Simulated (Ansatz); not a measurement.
System: K2YInBr6 (double perovskite (elpasolite)) (Fm-3m).

The structure was built from a prototype and need not be the compound's stable phase.

```xyz
10
Lattice="0.0000 5.7063 5.7063 5.7063 0.0000 5.7063 5.7063 5.7063 0.0000" Properties=species:S:1:pos:R:3 pbc="T T T"
K     2.8531    2.8531    2.8531
K     8.5594    8.5594    8.5594
In    0.0000    0.0000    0.0000
Y     5.7063    5.7063    5.7063
Br    8.4271    5.7063    5.7063
Br    5.7063    2.9855    5.7063
Br    5.7063    8.4271    5.7063
Br    2.9855    5.7063    5.7063
Br    5.7063    5.7063    8.4271
Br    5.7063    5.7063    2.9855
```

The structure was relaxed with LDA. The structure type comes from a generator and need not be one that this composition takes. The runs that relaxed it are not among those shown. PAW set soft_2, made with PBE.

Gaps computed with Ansatz 0.2.0 without a self-energy: LDA 1.89 eV, LDA+SOC 1.87 eV, HSE06 2.76 eV and PBE0 3.45 eV.

Question: Estimate the G0W0@LDA gap with 2×2×2 mesh, 1109 empty bands, screening to 120 eV, default PAW files.

About 3.27 eV: on its mesh the run moves the gap from 1.88 eV by +1.39 eV. Among the scalar-relativistic levels given, PBE0 is nearest (+0.18 eV). Bands and cutoff are finite, so the gap is not at the basis limit. The miss can reach some tenths of an eV and take either sign; the mesh is an error of its own. The 2×2×2 mesh is coarse for this cell (its supercell is 16 Å along the shortest edge). The RPA ε∞ on it, from the LDA start, is 3.97; such meshes misread the long-range screening, most where the gap is narrow. The many-body steps are scalar-relativistic: spin-orbit coupling is not in them.

[Paths, hosts, dates, memory and timing lines, banners, echoed tables and standing remarks are left out of the program output.]

[Logs are printed without paths, hosts, clocks, repeated set-up lines and the standing remarks that a program may print on its own settings, such as how far it seeks lower states.]

[Runs of the session that timed out or met a known fault of the program may be left out.]

[Cells called generated may have been cut or substituted from an entry of the Crystallography Open Database or the Materials Project.]

[Hosts, paths, dates, database ids (printed as entryN), source tags and the programs' standing remarks are cut or masked in the printed files.]
